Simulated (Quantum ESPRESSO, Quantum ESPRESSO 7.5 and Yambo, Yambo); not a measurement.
**AlN (F-43m): G0W0 on several meshes in Yambo**

Wanted: mesh dependence and cost of G0W0 for AlN (F-43m).

Main program and level: Quantum ESPRESSO 7.5 and Yambo 5.3.0; PBE and many-body steps on it, plane waves.

This is a report of a sequence of runs, with most program output left out.

### 1. Set-up

Symmetry: F-43m, No. 216, cubic system. Conventional cell: a = 4.368 Å, b = 4.368 Å, c = 4.368 Å, α = 90.00°, β = 90.00°, γ = 90.00°. Nearest to Al lie 4 N at 1.89 Å. N has 4 Al at 1.89 Å nearest. Farther neighbours and most contacts between anions are not listed.

The cell and positions are those that the Materials Project relaxed with its own functionals (PBE, PBE+U or r2SCAN), kept fixed. This is not the form that AlN usually takes at ambient conditions.

### 2. Empty states on the mesh, 8×8×8 mesh, 249 bands

This step: Quantum ESPRESSO 7.5; DFT, PBE, plane waves, norm-conserving pseudopotentials.

The sums over transitions need many empty states on a uniform mesh; this step solves for them.

Input file pw.in:

```
&control
  calculation = 'nscf'
  prefix = 'x'
  outdir = 'o'
  pseudo_dir = 'pseudo'
/
&system
  ibrav = 0
  nat = 2
  ntyp = 2
  ecutwfc = 72.0
  nbnd = 249
  force_symmorphic = .true.
/
&electrons
  conv_thr = 1e-9
  electron_maxstep = 80
  diago_full_acc = .true.
  diago_thr_init = 5e-6
/
ATOMIC_SPECIES
  Al 26.982 Al.upf
  N 14.007 N.upf
CELL_PARAMETERS angstrom
  -0.0000000000 2.1839935596 2.1839935596
  2.1839935596 -0.0000000000 2.1839935596
  2.1839935596 2.1839935596 -0.0000000000
ATOMIC_POSITIONS crystal
  Al 0.0000000000 0.0000000000 0.0000000000
  N 0.7500000000 0.7500000000 0.7500000000
K_POINTS automatic
  8 8 8 0 0 0
```

Run with:

```console
OMP_NUM_THREADS=1 mpirun -n 8 pw.x -nk 4 -in pw.in > pw.out
```

Wall time 25 s (8 MPI ranks of Arm Neoverse V1, shared host); peak memory 0.53 GiB; 3.3 min of CPU time.

This step gave:

```yaml
gap: 3.325 eV
k_of_the_valence_top: 0, 0, 0
k_of_the_conduction_bottom: 0, -0.5, -0.5
least_direct_gap: 4.192 eV
k_points_computed: 29
lowest_point_of_the_top_converged_band_above_the_valence_top: 272.3941 eV
```

On this mesh the gap is 3.325 eV.

The density comes from a self-consistent run that is not shown.

### 3. Conversion and set-up

This step: Yambo 5.3.0; conversion and set-up on PBE, plane waves, norm-conserving pseudopotentials.

The states are converted to the many-body program's format and the q mesh is built.

Run with:

```console
(cd o/x.save; p2y > p2y.log; mv SAVE ../..); yambo > setup.log
```

Run time: 2.5 s. Hardware: 1 MPI rank; peak memory 0.24 GiB.

### 4. 8×8×8

Now the one-shot GW correction: screening in the RPA, then the self-energy of the levels asked for.

This step: G0W0 on PBE, plane waves, norm-conserving pseudopotentials.

Input file gw2.in:

```
HF_and_locXC
gw0
dyson
ppa
em1d
rim_cut
RandQpts= 1000000
RandGvec= 1 RL
EXXRLvcs= 72 Ry
VXCRLvcs= 288 Ry
Chimod= "HARTREE"
% BndsRnXp
 1 | 104 |
%
NGsBlkXp= 17 Ry
% LongDrXp
 1 | 1 | 1 |
%
% GbndRnge
 1 | 104 |
%
DysSolver= "n"
ExtendOut
PPAPntXp= 27.21138 eV
% QPkrange
 1 | 1 | 3 | 6 |
 21 | 21 | 3 | 6 |
%
```

Run with:

```console
OMP_NUM_THREADS=1 mpirun -n 8 yambo -F gw2.in -J gw2 -C gw2 > gw2.log
```

It took 3.7 min on 8 MPI ranks; peak memory 3.1 GiB; 29 min of CPU time.

Numbers from this step:

- G0W0 gap on the points computed: 4.538 eV
- starting gap on the mesh: 3.325 eV
- k of the valence top: 0, 0, 0
- k of the conduction bottom: 0, -0.5, -0.5
- least direct G0W0 gap on the computed points: 5.592 eV
- Z at the valence top: 0.7897
- Z at the conduction bottom: 0.8389

The gap on the mesh goes from 3.32 eV to 4.54 eV, a correction of +1.21 eV.

### 5. Empty states on the mesh, 6×6×6 mesh, 104 bands

This step: Quantum ESPRESSO 7.5; DFT, PBE, plane waves, norm-conserving pseudopotentials.

Edit pw.in of step 2 so:

```diff
@@ -11,3 +11,3 @@
   ecutwfc = 72.0
-  nbnd = 249
+  nbnd = 104
   force_symmorphic = .true.
@@ -31,2 +31,2 @@
 K_POINTS automatic
-  8 8 8 0 0 0
+  6 6 6 0 0 0
```

Run with:

```console
OMP_NUM_THREADS=1 mpirun -n 8 pw.x -nk 4 -in pw.in > pw.out
```

It took 3.1 s on 8 MPI ranks; peak memory 0.38 GiB.

Numbers from this step:

* gap: 3.325 eV
* k of the valence top: 0, 0, 0
* k of the conduction bottom: 0, -0.5, -0.5
* least direct gap: 4.192 eV
* k points computed: 16
* lowest point of the top converged band, above the valence top: 146.3583 eV

On this mesh the gap is 3.325 eV.

### 6. Conversion and set-up

This step: Yambo 5.3.0; conversion and set-up on PBE, plane waves, norm-conserving pseudopotentials.

Run with:

```console
(cd o/x.save; p2y > p2y.log; mv SAVE ../..); yambo > setup.log
```

It took 2.2 s on 1 MPI rank; peak memory 0.23 GiB.

### 7. 6×6×6

This step: G0W0 on PBE, plane waves, norm-conserving pseudopotentials.

gw11.in, as its differences from gw2.in of step 4:

```diff
@@ -26,3 +26,3 @@
  1 | 1 | 3 | 6 |
- 21 | 21 | 3 | 6 |
+ 13 | 13 | 3 | 6 |
 %
```

Run with:

```console
OMP_NUM_THREADS=1 mpirun -n 8 yambo -F gw11.in -J gw11 -C gw11 > gw11.log
```

Run time: 65 s. Hardware: 8 MPI ranks; peak memory 2.6 GiB; 8.5 min of CPU time.

Numbers from this step:

```
G0W0 gap on the points computed              : 4.537 eV
starting gap on the mesh                     : 3.325 eV
k of the valence top                         : 0, 0, 0
k of the conduction bottom                   : 0, -0.5, -0.5
least direct G0W0 gap on the computed points : 5.596 eV
Z at the valence top                         : 0.7900
Z at the conduction bottom                   : 0.8390
```

Against G0W0 in Yambo (8×8×8 mesh, 104 bands, screening to 231.3 eV, Godby-Needs plasmon pole), the gap moves by −0.001 eV.

### 8. Side by side

Times are wall times on 8 MPI ranks of Arm Neoverse V1, shared host, good to a factor of about two.

| run | mesh | bands | screening cutoff (eV) | DFT gap (eV) | gap on the mesh (eV) | direct (eV) | time |
| --- | --- | --- | --- | --- | --- | --- | --- |
| 8×8×8 | 8×8×8 | 104 | 231.3 | 3.325 | 4.538 | 5.592 | 3.7 min |
| 6×6×6 | 6×6×6 | 104 | 231.3 | 3.325 | 4.537 | 5.596 | 65 s |

### 9. Outcome

```json
{
  "8×8×8": "4.538 eV",
  "6×6×6": "4.537 eV",
  "known limits": "not at the basis limit"
}
```

What this shows: 6×6×6: no change against 8×8×8. Bands and cutoff are finite, so the gap is not at the basis limit. The miss can reach some tenths of an eV and take either sign; the mesh is an error of its own. In the G0W0 runs levels were corrected at 2 k points alone, so a gap called «on the mesh» is the least over those, and an edge elsewhere would be missed.

[Paths, hosts, dates, memory and timing lines, banners, echoed tables and standing remarks are left out of the program output.]

[Logs are printed without paths, hosts, clocks, repeated set-up lines and the standing remarks that a program may print on its own settings, such as how far it seeks lower states.]

[Runs of the session that timed out or met a known fault of the program may be left out.]

[Hosts, paths, dates, database ids (printed as entryN), source tags and the programs' standing remarks are cut or masked in the printed files.]
